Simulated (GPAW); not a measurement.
# NbRu (Pm-3m): the Nb L₃ absorption edge, part 3 of 3

How does the Nb L₃ edge of NbRu (Pm-3m) move when the bonds are compressed or stretched?

GPAW 26.7.0; X-ray absorption from dipole matrix elements to empty bands, plane-wave PAW LDA.

So far. Step 4 (Spectrum with XCH, Nb atom 2): The energy difference (zero at 2391 eV) isn't read as a photon energy: for so heavy an absorber the terms left out (core spin–orbit splitting, the hole's spin, the functional's error) amount to tens of eV or more. Step 6 (Spectrum with XCH, Nb atom 2): Against the first run the r.m.s. difference is 9 %. The highest intensity below 24 eV stays at 0.6 eV.

## (8) Spectrum with XCH, Nb atom 2

Shorter bonds are expected to push antibonding states and scattering resonances up, and longer ones down; the cell is scaled to test that.

Changed against the first core-hole run: volume scale from 1 to 1.06.

Contents of xas.py:

```python
import numpy as np
from ase import Atoms
from ase.parallel import parprint, paropen
from gpaw import GPAW, PW, FermiDirac, Mixer, MixerDif, setup_paths
from gpaw.test import gen
setup_paths.insert(0, '.')
gen('Nb', name='fch2p', xcname='LDA', corehole=(2, 1, 1), write_xml=True)
from gpaw.mpi import world
world.barrier()

atoms = Atoms('Ru4Nb4',
    cell=[[3.24644723, 3.24644723, 3.24644723],
     [-3.24644723, 3.24644723, -3.24644723],
     [-3.24644723, 3.24644723, 3.24644723]],
    scaled_positions=[[0.5, 0, 0],
     [0, 0.5, 0],
     [0.5, 0.5, 0.5],
     [0, 0, 0.5],
     [0, 0, 0],
     [0.5, 0.5, 0],
     [0, 0.5, 0.5],
     [0.5, 0, 0.5]],
    pbc=True)
atoms.calc = calc = GPAW(legacy_gpaw=True, mode=PW(430), xc='LDA', setups={4: 'fch2p'},
    kpts={'size': (6, 6, 6), 'gamma': True}, occupations=FermiDirac(0.1),
    charge=-1, mixer=Mixer(0.1, 5, 50), maxiter=150,
    convergence={'density': 0.0001}, txt='scf.txt')
energy = atoms.get_potential_energy() + calc.get_reference_energy()
ef = calc.get_fermi_level()
out = dict(energy=energy, fermi=ef, forces=atoms.get_forces().tolist())
parprint(f'all-electron energy {energy:.4f} eV, Fermi level {ef:.4f} eV')
ev = np.array([[calc.get_eigenvalues(k, s) for k in range(len(calc.get_ibz_k_points()))] for s in range(calc.get_number_of_spins())])
out['homo'], out['lumo'], out['counts'] = ev[ev < ef].max(), ev[ev > ef].min(), sorted(set((ev < ef).sum((0, 2)).tolist()))
out['filled'] = (ev[:, 0] < ef).sum(1).tolist()

from ase.units import Ha
from gpaw.xas import dipole_matrix_elements
nb = int(calc.get_number_of_electrons() / 2) + 124
top, nb = nb, nb + 8 + nb // 12
nscf = calc.fixed_density(kpts={'size': (6, 6, 6), 'gamma': True}, nbands=nb,
    convergence={'bands': top, 'eigenstates': 1e-5}, maxiter=60, txt='nscf.txt')
cell = atoms.cell.array
ops = [cell.T @ U.T @ np.linalg.inv(cell.T) for U in nscf.wfs.kd.symmetry.op_scc]
E = np.arange(-6, 34, 0.1)
fwhm = np.interp(E, [4, 25], [1.66, 3.5])
Y, X, zero, highest = 0, 0, 1e9, 1e9
for spin in range(nscf.get_number_of_spins()):
    wfs = nscf.wfs
    A = dipole_matrix_elements(wfs.setups[4])
    eps = np.zeros((wfs.kd.nibzkpts, nb))
    d = np.zeros((3, A.shape[1], wfs.kd.nibzkpts, nb), complex)
    for kpt in wfs.kpt_u:
        if kpt.s == spin and 4 in kpt.P_ani:
            eps[kpt.k] = kpt.eps_n * Ha
            d[:, :, kpt.k] = (kpt.weight * wfs.nspins / 2) ** 0.5 * np.inner(A, kpt.P_ani[4])
    world.sum(eps)
    world.sum(d)
    T = np.einsum('amkn,bmkn->abkn', d, d.conj()).real
    T = sum(np.einsum('ai,ijkn,bj->abkn', R, T, R) for R in ops) / len(ops)
    empty = eps > ef
    zero, highest = min(zero, eps[empty].min()), min(highest, eps[:, top - 1].min())
    lines = [(eps, T, empty)] if spin == 0 else lines + [(eps, T, empty)]
for eps, T, empty in lines:
    f = np.einsum('aakn->akn', T).reshape(3, -1)
    x = eps.ravel() - zero
    w = np.interp(x, E, fwhm) / 2.35482
    g = np.exp(-0.5 * ((E[:, None] - x) / w) ** 2) / (w * (2 * np.pi) ** 0.5)
    Y = Y + (f * empty.ravel()) @ g.T
    X = X + (f * ~empty.ravel()) @ g.T
out.update(E=E.round(2).tolist(), xas=Y.tolist(), xes=X.tolist(), zero=zero, valid=highest - zero, nk=len(eps), nb=nb)
for i in range(0, len(E), 10):
    parprint(f'{E[i]:7.2f}', *(f'{v:10.3e}' for v in Y[:, i]))
import json
with paropen('out.json', 'w') as f:
    json.dump(out, f)
```

Run with:

```sh
> OMP_NUM_THREADS=1 mpirun -n 2 gpaw python xas.py
```

Numbers of over 12 decimals in the logs are rounded to 6 here.

The log of the run:

```text
Input parameters:
  charge: -1
  convergence: {density: 0.0001}
  kpts: {gamma: True,
         size: (6, 6, 6)}
  maxiter: 150
  mixer: {backend: pulay,
          beta: 0.1,
          method: separate,
          nmaxold: 5,
          weight: 50}
  mode: {ecut: 430.0,
         name: pw}
  occupations: {fixmagmom: False,
                name: fermi-dirac,
                width: 0.1}
  setups: {4: fch2p}

Initialize ...

[...]
*d    :     0.513902
--------------------------------

Diagonalizing with gridspacing h=0.050

state   all-electron     PAW
-------------------------------
4s:      -2.669033    -2.669484
4p:      -1.758002    -1.758878
4d:      -0.486098    -0.486625
*f:                   -0.027948
-------------------------------
all-electron energy -905373.9656 eV, Fermi level 11.1933 eV
[...]
32.00  8.913e-06  8.913e-06  8.913e-06
  33.00  7.533e-06  7.533e-06  7.533e-06
[key lines of the parts left out:]
Converged after 20 iterations.
Dipole moment: (-0.000000, 0.000000, 0.000000) |e|*Ang
Free energy:    -97.104867
Fermi level: 11.19332
```

Run time: 3.4 min. Hardware: 2 MPI ranks of Arm Neoverse V1, shared host; peak memory 0.42 GiB.

```
E (eV)  first run  this run
  -2.0       0.02      0.02
  -1.0       0.53      0.57
   0.0       2.66      2.81
   1.0       3.12      3.34
   2.0       2.89      3.13
   3.0       2.32      2.02
   4.0       0.94      0.86
   5.0       0.67      0.62
   6.0       0.49      0.45
   7.0       0.39      0.36
   8.0       0.34      0.41
   9.0       0.48      0.64
  10.0       0.72      0.78
  11.0       0.82      0.80
  12.0       0.82      0.75
  13.0       0.73      0.64
  14.0       0.60      0.54
  15.0       0.52      0.49
  16.0       0.50      0.51
  17.0       0.55      0.62
  18.0       0.67      0.70
  19.0       0.72      0.63
  20.0       0.60      0.48
  21.0       0.45      0.43
  22.0       0.42      0.47
  23.0       0.46      0.50
  24.0       0.49      0.51
  25.0       0.49      0.52
  26.0       0.51      0.56
  27.0       0.56      0.57
  28.0       0.57      0.55
  29.0       0.55      0.55
  30.0       0.53      0.58
  31.0       0.57      0.60
  32.0       0.60      0.55
```

The scaled spectrum changes by 9 % r.m.s. The highest intensity below 24 eV goes from 0.6 eV (3.31) to 0.6 eV (3.49).

The photon energy of the zero moves by +0.16 eV.

## (9) Reference energy of the supercell

The cell and mesh change for the next run, so it gets a reference energy of its own.

The cell differs from the one that the last finished run ended in (a 5.623 → 5.676 Å, b 5.623 → 5.676 Å, c 5.623 → 5.676 Å).

Contents of scf.py:

```python
import numpy as np
from ase import Atoms
from ase.parallel import parprint, paropen
from gpaw import GPAW, PW, FermiDirac, Mixer, MixerDif, setup_paths
from gpaw.test import gen
setup_paths.insert(0, '.')
gen('Nb', name='nch2p', xcname='LDA', corehole=(2, 1, 0), write_xml=True)
from gpaw.mpi import world
world.barrier()

atoms = Atoms('Ru4Nb4',
    cell=[[3.27678961, 3.27678961, 3.27678961],
     [-3.27678961, 3.27678961, -3.27678961],
     [-3.27678961, 3.27678961, 3.27678961]],
    scaled_positions=[[0.5, 0, 0],
     [0, 0.5, 0],
     [0.5, 0.5, 0.5],
     [0, 0, 0.5],
     [0, 0, 0],
     [0.5, 0.5, 0],
     [0, 0.5, 0.5],
     [0.5, 0, 0.5]],
    pbc=True)
atoms.calc = calc = GPAW(legacy_gpaw=True, mode=PW(430), xc='LDA', setups={4: 'nch2p'},
    kpts={'size': (5, 5, 5), 'gamma': True}, occupations=FermiDirac(0.1),
    charge=0, mixer=Mixer(0.1, 5, 50), maxiter=150,
    convergence={'density': 0.0001}, txt='scf.txt')
energy = atoms.get_potential_energy() + calc.get_reference_energy()
ef = calc.get_fermi_level()
out = dict(energy=energy, fermi=ef, forces=atoms.get_forces().tolist())
parprint(f'all-electron energy {energy:.4f} eV, Fermi level {ef:.4f} eV')
ev = np.array([[calc.get_eigenvalues(k, s) for k in range(len(calc.get_ibz_k_points()))] for s in range(calc.get_number_of_spins())])
out['homo'], out['lumo'], out['counts'] = ev[ev < ef].max(), ev[ev > ef].min(), sorted(set((ev < ef).sum((0, 2)).tolist()))
out['filled'] = (ev[:, 0] < ef).sum(1).tolist()
import json
with paropen('out.json', 'w') as f:
    json.dump(out, f)
```

Run with:

```sh
> OMP_NUM_THREADS=1 mpirun -n 2 gpaw python scf.py
```

The log of the run:

```text
Input parameters:
  convergence: {density: 0.0001}
  kpts: {gamma: True,
         size: (5, 5, 5)}
  maxiter: 150
  mixer: {backend: pulay,
          beta: 0.1,
          method: separate,
          nmaxold: 5,
          weight: 50}
  mode: {ecut: 430.0,
         name: pw}
  occupations: {fixmagmom: False,
                name: fermi-dirac,
                width: 0.1}
  setups: {4: nch2p}

Initialize ...

[...]
5s(1) :    -0.154075     0.979287
4p(6) :    -1.272113     0.378028
5p(0) :    -0.044881     0.981254
4d(4) :    -0.117890     0.772277
*d    :     0.882110
--------------------------------

Diagonalizing with gridspacing h=0.050

state   all-electron     PAW
-------------------------------
4s:      -2.147256    -2.147715
4p:      -1.272113    -1.273042
4d:      -0.117890    -0.118306
*f:                    0.064407
-------------------------------
all-electron energy -907764.3454 eV, Fermi level 10.9736 eV
[key lines of the parts left out:]
Converged after 16 iterations.
Dipole moment: (-0.000000, -0.000000, -0.000000) |e|*Ang
Free energy:    -88.786020
Fermi level: 10.97361
```

Wall time 42 s (2 MPI ranks); peak memory 0.27 GiB.

Reference energy: -907764.345 eV with the cores included.

## (10) Spectrum with XCH, Nb atom 2

Shorter bonds are expected to push antibonding states and scattering resonances up, and longer ones down; the cell is scaled to test that.

Changed against the first core-hole run: volume scale from 1 to 1.09; the field's mesh follows (6×6×6 to 5×5×5).

xas.py: that of step 8 with these lines changed.

```diff
@@ -11,5 +11,5 @@
 atoms = Atoms('Ru4Nb4',
-    cell=[[3.24644723, 3.24644723, 3.24644723],
-     [-3.24644723, 3.24644723, -3.24644723],
-     [-3.24644723, 3.24644723, 3.24644723]],
+    cell=[[3.27678961, 3.27678961, 3.27678961],
+     [-3.27678961, 3.27678961, -3.27678961],
+     [-3.27678961, 3.27678961, 3.27678961]],
     scaled_positions=[[0.5, 0, 0],
@@ -24,3 +24,3 @@
 atoms.calc = calc = GPAW(legacy_gpaw=True, mode=PW(430), xc='LDA', setups={4: 'fch2p'},
-    kpts={'size': (6, 6, 6), 'gamma': True}, occupations=FermiDirac(0.1),
+    kpts={'size': (5, 5, 5), 'gamma': True}, occupations=FermiDirac(0.1),
     charge=-1, mixer=Mixer(0.1, 5, 50), maxiter=150,
@@ -37,3 +37,3 @@
 from gpaw.xas import dipole_matrix_elements
-nb = int(calc.get_number_of_electrons() / 2) + 124
+nb = int(calc.get_number_of_electrons() / 2) + 127
 top, nb = nb, nb + 8 + nb // 12
```

Run with:

```sh
> OMP_NUM_THREADS=1 mpirun -n 2 gpaw python xas.py
```

The log of the run:

```text
Input parameters:
  charge: -1
  convergence: {density: 0.0001}
  kpts: {gamma: True,
         size: (5, 5, 5)}
  maxiter: 150
  mixer: {backend: pulay,
          beta: 0.1,
          method: separate,
          nmaxold: 5,
          weight: 50}
  mode: {ecut: 430.0,
         name: pw}
  occupations: {fixmagmom: False,
                name: fermi-dirac,
                width: 0.1}
  setups: {4: fch2p}

Initialize ...

[...]
*d    :     0.513902
--------------------------------

Diagonalizing with gridspacing h=0.050

state   all-electron     PAW
-------------------------------
4s:      -2.669033    -2.669484
4p:      -1.758002    -1.758878
4d:      -0.486098    -0.486625
*f:                   -0.027948
-------------------------------
all-electron energy -905373.2231 eV, Fermi level 10.7564 eV
[...]
32.00  8.118e-06  8.118e-06  8.118e-06
  33.00  6.974e-06  6.974e-06  6.974e-06
[key lines of the parts left out:]
Converged after 17 iterations.
Dipole moment: (-0.000000, -0.000000, -0.000000) |e|*Ang
Free energy:    -96.367134
Fermi level: 10.75642
```

It took 2.9 min on 2 MPI ranks; peak memory 0.42 GiB.

```
E (eV)  first run  this run
  -2.0       0.02      0.02
  -1.0       0.53      0.57
   0.0       2.66      2.86
   1.0       3.12      3.47
   2.0       2.89      3.21
   3.0       2.32      1.89
   4.0       0.94      0.84
   5.0       0.67      0.59
   6.0       0.49      0.44
   7.0       0.39      0.36
   8.0       0.34      0.46
   9.0       0.48      0.69
  10.0       0.72      0.78
  11.0       0.82      0.78
  12.0       0.82      0.71
  13.0       0.73      0.60
  14.0       0.60      0.52
  15.0       0.52      0.49
  16.0       0.50      0.54
  17.0       0.55      0.65
  18.0       0.67      0.69
  19.0       0.72      0.57
  20.0       0.60      0.45
  21.0       0.45      0.45
  22.0       0.42      0.50
  23.0       0.46      0.52
  24.0       0.49      0.52
  25.0       0.49      0.54
  26.0       0.51      0.57
  27.0       0.56      0.56
  28.0       0.57      0.55
  29.0       0.55      0.57
  30.0       0.53      0.60
  31.0       0.57      0.58
  32.0       0.60      0.50
```

Against the first run the r.m.s. difference is 12 %. The highest intensity below 24 eV goes from 0.6 eV (3.31) to 0.6 eV (3.59).

The photon energy of the zero moves by +0.25 eV.

## (11) The volumes side by side

```
volume  nearest distance (Å)  shift of the zero (eV)  maximum 1 (eV above own zero)  maximum 2 (eV above own zero)  maximum 3 (eV above own zero)
  0.94                 2.701                   -0.19                            0.6                           12.2                           19.6
     1                 2.757                   +0.00                            0.6                           11.6                           18.8
  1.06                 2.812                   +0.16                            0.6                           10.8                           18.0
  1.09                 2.838                   +0.25                            0.6                           10.6                           17.8
```

The curves, each shifted by its zero's change so that they share one photon-energy axis, counted from the zero at V × 1:

```
E (eV)  V × 0.94  V × 1  V × 1.06  V × 1.09
  -2.0      0.04   0.02      0.01      0.01
  -1.0      0.81   0.53      0.38      0.29
   0.0      2.91   2.66      2.43      2.23
   1.0      2.80   3.12      3.42      3.57
   2.0      2.68   2.89      3.13      3.26
   3.0      2.32   2.32      2.30      2.35
   4.0      0.94   0.94      0.95      0.97
   5.0      0.68   0.67      0.65      0.65
   6.0      0.52   0.49      0.47      0.47
   7.0      0.41   0.39      0.37      0.37
   8.0      0.34   0.34      0.39      0.41
   9.0      0.38   0.48      0.60      0.64
  10.0      0.61   0.72      0.77      0.77
  11.0      0.81   0.82      0.80      0.78
  12.0      0.88   0.82      0.76      0.74
  13.0      0.82   0.73      0.65      0.63
  14.0      0.68   0.60      0.55      0.54
  15.0      0.57   0.52      0.50      0.49
  16.0      0.51   0.50      0.51      0.52
  17.0      0.52   0.55      0.60      0.62
  18.0      0.61   0.67      0.70      0.69
  19.0      0.73   0.72      0.65      0.61
  20.0      0.72   0.60      0.50      0.47
  21.0      0.55   0.45      0.43      0.44
  22.0      0.42   0.42      0.46      0.49
  23.0      0.42   0.46      0.50      0.52
  24.0      0.45   0.49      0.51      0.52
  25.0      0.47   0.49      0.52      0.53
  26.0      0.48   0.51      0.55      0.56
  27.0      0.51   0.56      0.57      0.57
  28.0      0.56   0.57      0.55      0.55
  29.0      0.58   0.55      0.54      0.56
  30.0      0.54   0.53      0.57      0.59
  31.0      0.52   0.57      0.60      0.59
  32.0      0.55   0.60      0.56      0.52
```

## (12) Results

```
absorber and edge             : Nb L₃, atom 2 of the ground-state input (counted from 1)
surroundings                  : 8 Ru at 2.76 Å and 6 Nb at 3.18 Å (cube and octahedron, as in bcc, site symmetry m-3m)
highest intensity below 24 eV : 0.6 eV above the zero, height 3.31
```

What this shows: From V × 0.94 to V × 1.09 the nearest distance grows by 0.137 Å and the zero moves by +0.44 eV. Above their own zero, the maxima move from 0.6 to 0.6 eV, from 12.2 to 10.6 eV and from 19.6 to 17.8 eV. The Nb L₃ edge of atom 2, with 8 Ru at 2.76 Å and 6 Nb at 3.18 Å (cube and octahedron, as in bcc, site symmetry m-3m), has its highest intensity of the first 24 eV at 0.6 eV above the zero, 3.3 times the mean level of the first 20 eV (Gaussian full width 1.66 eV up to 4 eV, rising linearly to 3.5 eV at 25 eV). Only the L₃ part is meant: spin–orbit coupling of the core level isn't computed and the L₂ copy isn't added. The script folds with a Gaussian, whereas the core hole's own line is a Lorentzian, so the onset is too steep and the first peak too high. The holes are only 5.5 Å apart, so the shape is probably not converged with cell size; no larger cell was run here. The structure is a published determination, not relaxed.

[Banner, clock and machine lines of the logs are left out without a mark of their own.]

[Logs are printed without paths, hosts, clocks, repeated set-up lines and the standing remarks that a program may print on its own settings, such as how far it seeks lower states.]

[Hosts, paths, dates, database ids (printed as entryN), source tags and the programs' standing remarks are cut or masked in the printed files.]

[Lists of maxima count a maximum above −3 eV only where it reaches 4 % of the highest in the window and stands out from its surroundings by 2 % of it (1.5 % where it reaches 55 %); shoulders and weaker maxima are passed over, and of the rest the first, up to two pre-edge ones and the few strongest are named.]
